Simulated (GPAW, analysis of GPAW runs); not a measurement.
# Vacancy formation of the monovacancy in Ta (PBE) (GPAW), part 2 of 2

Subject: monovacancy in Ta. Wanted: its vacancy formation, in one set-up (PBE, plane waves 500 eV, 32-site cell, PBE lattice, k: the zone centre alone). The model is a cell of 32 host atoms with 1 Ta taken out. The formation energy is the energy of the cell with the vacancy less that of the same number of atoms in the perfect cell.

GPAW 26.7.0; PBE, plane waves 500 eV, 32-site cell, PBE lattice, k: the zone centre alone.

So far: Starting point; Relaxation, charge 0.

**3. Defect-free supercell**

The perfect cell gives the energy of an atom in the crystal.

This step: GPAW plane-wave PAW DFT, PBE; single point of a defect-free cell.

System of this step: Symmetry: Im-3m, No. 229, cubic system. Conventional cell: a = 3.323 Å, b = 3.323 Å, c = 3.323 Å, α = 90.00°, β = 90.00°, γ = 90.00°. Nearest to Ta lie 8 Ta at 2.88 Å.

The input, run.py:

```python
import numpy as np
from ase.io import read, write
from ase.parallel import parprint, world
from gpaw import GPAW, PW

atoms = read('POSCAR')
calc = GPAW(mode=PW(500),
            xc='PBE',
            kpts={'size': (1, 1, 1), 'gamma': True},
            occupations={'name': 'fermi-dirac', 'width': 0.1},
            nbands=291,
            convergence={'density': 1e-05, 'bands': 288},
            maxiter=150,
            txt='gpaw.txt')
atoms.calc = calc
energy = atoms.get_potential_energy()
forces = atoms.get_forces()
parprint(f'Energy: {energy:.6f} eV, largest force {np.linalg.norm(forces, axis=1).max():.4f} eV/A')
calc.write('gs.gpw')
write('final.xyz', atoms)
for s in range(calc.get_number_of_spins()):
    parprint('Levels (eV), spin', s, calc.get_eigenvalues(kpt=0, spin=s)[-16:].round(3))
```

The input, POSCAR:

```
Ta
 1.0000000000000000
     0.0000000000000009    6.6454017698666075    6.6454017698666021
     6.6454017698665968    0.0000000000000053    6.6454017698665968
     6.6454017698665959    6.6454017698666004    0.0000000000000036
 Ta 
  32
Direct
  0.0000000000000000  0.0000000000000000 -0.0000000000000000
  0.1250000000000000  0.1250000000000000  0.1250000000000000
  0.2500000000000000  0.2500000000000000  0.2500000000000000
  0.3750000000000000  0.3750000000000001  0.3749999999999998
  0.0000000000000000  0.0000000000000000  0.5000000000000000
  0.1249999999999999  0.1250000000000000  0.6250000000000000
  0.2500000000000000  0.2499999999999999  0.7500000000000001
  0.3750000000000000  0.3750000000000002  0.8749999999999998
[... 18 atom lines left out ...]
  0.7499999999999999  0.7499999999999998  0.2500000000000001
  0.8750000000000000  0.8749999999999999  0.3750000000000001
  0.5000000000000000  0.5000000000000000  0.5000000000000000
  0.6250000000000000  0.6250000000000000  0.6249999999999999
  0.7500000000000000  0.7500000000000001  0.7499999999999997
  0.8749999999999998  0.8749999999999999  0.8750000000000001
```

Started as:

```console
$ OMP_NUM_THREADS=1 mpirun -n 4 gpaw python run.py > stdout
```

Log:

```text
__  _  _
 | _ |_)|_||  |
 |__||  | ||/\| - 26.7.0

Input parameters:
  mode=PW(ecut=500.0),
  convergence={'density': 1e-05, 'bands': 288},
  kpts=MonkhorstPack(size=(1, 1, 1), gamma=True),
  maxiter=150,
  nbands=291,
  occupations=Occupations(name='fermi-dirac', width=0.1),
  xc=XC(name='PBE')

Diagonalizing LCAO Hamiltonian
Converting LCAO to pw mode

                                           Ta

                                 Ta
                                      Ta
                                   Ta
                            Ta
                         Ta      Ta      Ta
                              Ta
                      Ta       Ta
                   Ta       Ta      Ta
                         Ta      Ta
                 Ta      Ta
              Ta      Ta       Ta
                   Ta       Ta
                    Ta
         Ta      Ta      Ta
                      Ta
               Ta
            Ta
                 Ta

       Ta

Atoms  # Å, Bohr magnetons
|    | symbol |         x |         y |         z |    initial magnetic moments |
|----|--------|-----------|-----------|-----------|-----------------------------|
|  0 |     Ta |  0.000000 |  0.000000 |  0.000000 | ( 0.0000,  0.0000,  0.0000) |
|  1 |     Ta |  1.661350 |  1.661350 |  1.661350 | ( 0.0000,  0.0000,  0.0000) |
|  2 |     Ta |  3.322701 |  3.322701 |  3.322701 | ( 0.0000,  0.0000,  0.0000) |
|  3 |     Ta |  4.984051 |  4.984051 |  4.984051 | ( 0.0000,  0.0000,  0.0000) |
|  4 |     Ta |  3.322701 |  3.322701 |  0.000000 | ( 0.0000,  0.0000,  0.0000) |
|  5 |     Ta |  4.984051 |  4.984051 |  1.661350 | ( 0.0000,  0.0000,  0.0000) |
|  6 |     Ta |  6.645402 |  6.645402 |  3.322701 | ( 0.0000,  0.0000,  0.0000) |
|  7 |     Ta |  8.306752 |  8.306752 |  4.984051 | ( 0.0000,  0.0000,  0.0000) |
|  8 |     Ta |  3.322701 |  0.000000 |  3.322701 | ( 0.0000,  0.0000,  0.0000) |
|  9 |     Ta |  4.984051 |  1.661350 |  4.984051 | ( 0.0000,  0.0000,  0.0000) |
[...]
| 27 |     Ta |  8.306752 |  8.306752 | 11.629453 | ( 0.0000,  0.0000,  0.0000) |
| 28 |     Ta |  6.645402 |  6.645402 |  6.645402 | ( 0.0000,  0.0000,  0.0000) |
| 29 |     Ta |  8.306752 |  8.306752 |  8.306752 | ( 0.0000,  0.0000,  0.0000) |
| 30 |     Ta |  9.968103 |  9.968103 |  9.968103 | ( 0.0000,  0.0000,  0.0000) |
| 31 |     Ta | 11.629453 | 11.629453 | 11.629453 | ( 0.0000,  0.0000,  0.0000) |

Unit cell  # Å
| periodic |        x |        y |        z |  lengths |    angles |
|----------|----------|----------|----------|----------|-----------|
|      yes | 0.000000 | 6.645402 | 6.645402 | 9.398017 | 60.000000 |
|      yes | 6.645402 | 0.000000 | 6.645402 | 9.398017 | 60.000000 |
|      yes | 6.645402 | 6.645402 | 0.000000 | 9.398017 | 60.000000 |

Number of symmetries: 48
Symmetry operations  # r_c * U_cc + t_c -> r_c
|    | kind |            matrix            |
|----|------|------------------------------|
|  0 |  σ   |  1, 0, 0,  1, 0,-1,  1,-1, 0 |
|  1 |  C2  |  1, 0, 0,  1,-1, 0,  1, 0,-1 |
|  2 |  E   |  1, 0, 0,  0, 1, 0,  0, 0, 1 |
|  3 |  σ   |  1, 0, 0,  0, 0, 1,  0, 1, 0 |
|  4 |  C4  |  1, 0,-1,  1, 0, 0,  1,-1, 0 |
|  5 |  S6  |  1, 0,-1,  1,-1, 0,  1, 0, 0 |
|  6 |  σ   |  1, 0,-1,  0, 1,-1,  0, 0,-1 |
|  7 |  C3  |  1, 0,-1,  0, 0,-1,  0, 1,-1 |
|  8 |  S6  |  1,-1, 0,  1, 0, 0,  1, 0,-1 |
|  9 |  C4  |  1,-1, 0,  1, 0,-1,  1, 0, 0 |
| 10 |  C3  |  1,-1, 0,  0,-1, 1,  0,-1, 0 |
| 11 |  σ   |  1,-1, 0,  0,-1, 0,  0,-1, 1 |
| 12 |  σ   |  0, 1, 0,  1, 0, 0,  0, 0, 1 |
| 13 |  C4  |  0, 1, 0,  0, 1,-1, -1, 1, 0 |
| 14 |  C3  |  0, 1, 0,  0, 0, 1,  1, 0, 0 |
| 15 |  S6  |  0, 1, 0, -1, 1, 0,  0, 1,-1 |
| 16 |  C2  |  0, 1,-1,  1, 0,-1,  0, 0,-1 |
| 17 |  σ   |  0, 1,-1,  0, 1, 0, -1, 1, 0 |
| 18 |  S4  |  0, 1,-1,  0, 0,-1,  1, 0,-1 |
| 19 |  C4  |  0, 1,-1, -1, 1, 0,  0, 1, 0 |
| 20 |  C3  |  0, 0, 1,  1, 0, 0,  0, 1, 0 |
| 21 |  σ   |  0, 0, 1,  0, 1, 0,  1, 0, 0 |
| 22 |  S6  |  0, 0, 1,  0,-1, 1, -1, 0, 1 |
| 23 |  C4  |  0, 0, 1, -1, 0, 1,  0,-1, 1 |
| 24 |  S4  |  0, 0,-1,  1, 0,-1,  0, 1,-1 |
| 25 |  C3  |  0, 0,-1,  0, 1,-1,  1, 0,-1 |
| 26 |  C2  |  0, 0,-1,  0,-1, 0, -1, 0, 0 |
| 27 |  S6  |  0, 0,-1, -1, 0, 0,  0,-1, 0 |
| 28 |  S4  |  0,-1, 1,  1,-1, 0,  0,-1, 0 |
| 29 |  C4  |  0,-1, 1,  0, 0, 1, -1, 0, 1 |
| 30 |  C2  |  0,-1, 1,  0,-1, 0,  1,-1, 0 |
| 31 |  σ   |  0,-1, 1, -1, 0, 1,  0, 0, 1 |
| 32 |  C3  |  0,-1, 0,  1,-1, 0,  0,-1, 1 |
| 33 |  S6  |  0,-1, 0,  0, 0,-1, -1, 0, 0 |
| 34 |  S4  |  0,-1, 0,  0,-1, 1,  1,-1, 0 |
| 35 |  C2  |  0,-1, 0, -1, 0, 0,  0, 0,-1 |
| 36 |  C2  | -1, 1, 0,  0, 1, 0,  0, 1,-1 |
| 37 |  S6  | -1, 1, 0,  0, 1,-1,  0, 1, 0 |
| 38 |  S4  | -1, 1, 0, -1, 0, 1, -1, 0, 0 |
| 39 |  C3  | -1, 1, 0, -1, 0, 0, -1, 0, 1 |
| 40 |  S6  | -1, 0, 1,  0, 0, 1,  0,-1, 1 |
| 41 |  C2  | -1, 0, 1,  0,-1, 1,  0, 0, 1 |
| 42 |  C3  | -1, 0, 1, -1, 1, 0, -1, 0, 0 |
| 43 |  S4  | -1, 0, 1, -1, 0, 0, -1, 1, 0 |
| 44 |  C2  | -1, 0, 0,  0, 0,-1,  0,-1, 0 |
| 45 |  i   | -1, 0, 0,  0,-1, 0,  0, 0,-1 |
| 46 |  σ   | -1, 0, 0, -1, 1, 0, -1, 0, 1 |
| 47 |  C2  | -1, 0, 0, -1, 0, 1, -1, 1, 0 |

BZ-sampling:
  Number of BZ points: 1
  Number of IBZ points: 1

  Monkhorst-Pack size: [1, 1, 1]
  Monkhorst-Pack shift: [0, 0, 0]

K-points  # in reciprocal-cell coordinates
|   |                                coordinates |     weight |
|---|--------------------------------------------|------------|
| 0 | (  0.00000000,   0.00000000,   0.00000000) | 1.00000000 |

Plane wave coefficients: 7505
Cutoff: 500.0 eV

Spin-components: 1 (collinear spins)
Bands:           291
Projectors:      192
Spin-degeneracy: 2
Datatype:        float64

Density:
  Valence electrons: 416.0
  Components: 1
  Grid points: [49 49 49]
  Charge: 0.0  # |e|

Potential:
  Grid points: [49 49 49]

species:
  Ta:
    name:    Tantalum
    Z:       73.0
    valence: 13
    core:    60
    charge:  0.0  # [|e|]
    compensation charges:
      type: gauss
      rc: 0.42  # [Å]
      lmax: 2
    cutoffs:
      filter: 2.36  # [Å]
      core: 3.45  # [Å]
    projectors
    | kind |    occ | energy [eV] | rcut [Å] |
    |------|--------|-------------|----------|
    |   5s |  2.000 |     -72.790 |    1.365 |
    |   6s |  2.000 |      -5.429 |    1.365 |
    |   5p |  6.000 |     -39.427 |    1.349 |
    |   6p |  0.000 |      -1.396 |    1.349 |
    |   5d |  3.000 |      -3.603 |    1.307 |
    |    d |        |      23.609 |    1.307 |

    Using partial waves for Ta as LCAO basis

Reference energy: -13573518.124830  # eV

eigensolver:
  PPCG
  Converge bands: 288
  niter=2

density mixing:
  MSR1-Mixer
  Pratt-step length: 0.05
  Maximum mixing coefficient: 0.75
  Old densities: 10
  SVD Regularization: 0.005
  Good broyden scale: 1.0
  Trust region scale: 1.0
  Backstep threshold: 4.0
  History deletion threshold: 6.0
  Fourier metric: weight=20.0, sigma=0.015

occupation numbers:
  Fermi-Dirac:
    width: 0.1000  # eV

poisson solver:
  ecut: 4000.0  # eV

xc functional:
  name: PBE with 2 nearest neighbor stencil

Initialization done in: 8.644 s

convergence criteria:
- Maximum integral of absolute [dens]ity change: 1e-05 electrons / valence electron
- Maximum [total energy] change in last 3 cyles: 0.0005 eV / valence electron
- Maximum integral of absolute [eigenst]ate change: 4e-08 eV^2 / valence electron
maximum number of iterations: 150

SCF iterations
|iter     | |      energy | eigst |  dens |
|---------|-|-------------|-------|-------|
|iter:   1| | -335.094698 | +0.67 |       |
|iter:   2| | -334.509550 | -1.60 | -1.33 |
|iter:   3| | -330.555914 | -0.95 | -1.35 |
|iter:   4| | -330.768253 | -2.35 | -2.03 |
|iter:   5| | -330.840692 | -3.22 | -2.33 |
|iter:   6| | -330.841795c| -3.69 | -3.20 |
|iter:   7| | -330.839789c| -4.12 | -3.13 |
|iter:   8| | -330.839390c| -4.91 | -3.46 |
|iter:   9| | -330.839424c| -5.58 | -4.05 |
|iter:  10| | -330.839412c| -6.01 | -4.08 |
|iter:  11| | -330.839419c| -6.65 | -4.55 |
|iter:  12| | -330.839419c| -7.06 | -4.80 |
|iter:  13| | -330.839419c| -7.48c| -5.47c|

Converged in 13 steps
SCF loop duration: 28.818 s (2.217 s/step)
Energy contributions relative to reference atoms: (reference = -13573518.124830)

Energy contributions:
  Kinetic:          40.694577
  Coulomb:         -84.153919
  Zero:             -7.708899
  External:          0.000000
  Xc:             -279.259733
  Entropy:          -0.822888
  Spinorbit:         0.000000
  ----------------------------
  Free energy:    -331.250863
  Extrapolated:   -330.839419

dipole moment: (-143.336482, -143.336482, -95.557746)  # |e|*Ang

Fermi level: 10.926
Eigenvalues  # (at kpt = [0.000, 0.000, 0.000])
| band index |      eig [eV] | occ [0-2] |
|------------|---------------|-----------|
|          0 |       -55.438 |     2.000 |
|        ... |               |           |
|        201 |        10.597 |     1.928 |
|        202 |        10.597 |     1.928 |
|        203 |        10.663 |     1.865 |
|        204 |        10.663 |     1.865 |
|        205 |        10.663 |     1.865 |
|        206 |        10.663 |     1.865 |
|        207 |        10.663 |     1.865 |
|        208 |        10.663 |     1.865 |
|        209 |        12.301 |     0.000 |
[...]
|        213 |        12.797 |     0.000 |
|        214 |        12.797 |     0.000 |
|        215 |        12.797 |     0.000 |
|        216 |        12.797 |     0.000 |
|        ... |               |           |
|        290 |        16.515 |     0.000 |

Gap: 1.637 eV
Transition (v -> c):
  (s=0, k=0, n=208, [0.00, 0.00, 0.00]) -> (s=0, k=0, n=209, [0.00, 0.00, 0.00])
No difference between direct/indirect transitions

Forces  # eV/Ang
|        x |        y |        z |
|----------|----------|----------|
| -0.00000 |  0.00000 |  0.00000 |  # Ta   0
|  0.00002 |  0.00002 |  0.00002 |  # Ta   1
|  0.00000 |  0.00000 |  0.00000 |  # Ta   2
|  0.00001 |  0.00001 |  0.00001 |  # Ta   3
|  0.00000 |  0.00000 | -0.00000 |  # Ta   4
| -0.00002 | -0.00002 |  0.00002 |  # Ta   5
|  0.00000 |  0.00000 |  0.00007 |  # Ta   6
| -0.00001 | -0.00001 |  0.00001 |  # Ta   7
| -0.00000 |  0.00000 |  0.00000 |  # Ta   8
| -0.00002 |  0.00002 | -0.00002 |  # Ta   9
[...]
|  0.00002 |  0.00002 | -0.00002 |  # Ta  27
|  0.00000 |  0.00000 | -0.00000 |  # Ta  28
| -0.00001 | -0.00001 | -0.00001 |  # Ta  29
| -0.00000 | -0.00000 | -0.00000 |  # Ta  30
| -0.00002 | -0.00002 | -0.00002 |  # Ta  31

# Writing to gs.gpw (mode='')
```

It took 40 s on 4 MPI ranks of Arm Neoverse V2, shared host; peak memory 1.2 GiB.

The run converged, but on settings that a careful run would not use, so its numbers are not the defect's.

**4. Outcome**

This set-up is not sound: one k-point for a small metallic cell. For the record: Vacancy formation energy: computed 4.36 eV, measured 2.8 to 3.1 eV; 1.26 eV outside the range, above it.

[Logs are printed without paths, hosts, clocks, repeated set-up lines and the standing remarks that a program may print on its own settings, such as how far it seeks lower states.]

[Hosts, paths, dates, database ids (printed as entryN), source tags and the programs' standing remarks are cut or masked in the printed files.]

[For some hosts the program warned that the k-mesh of the response run may be too coarse for force constants and the static dielectric constant; such warnings are not shown here.]
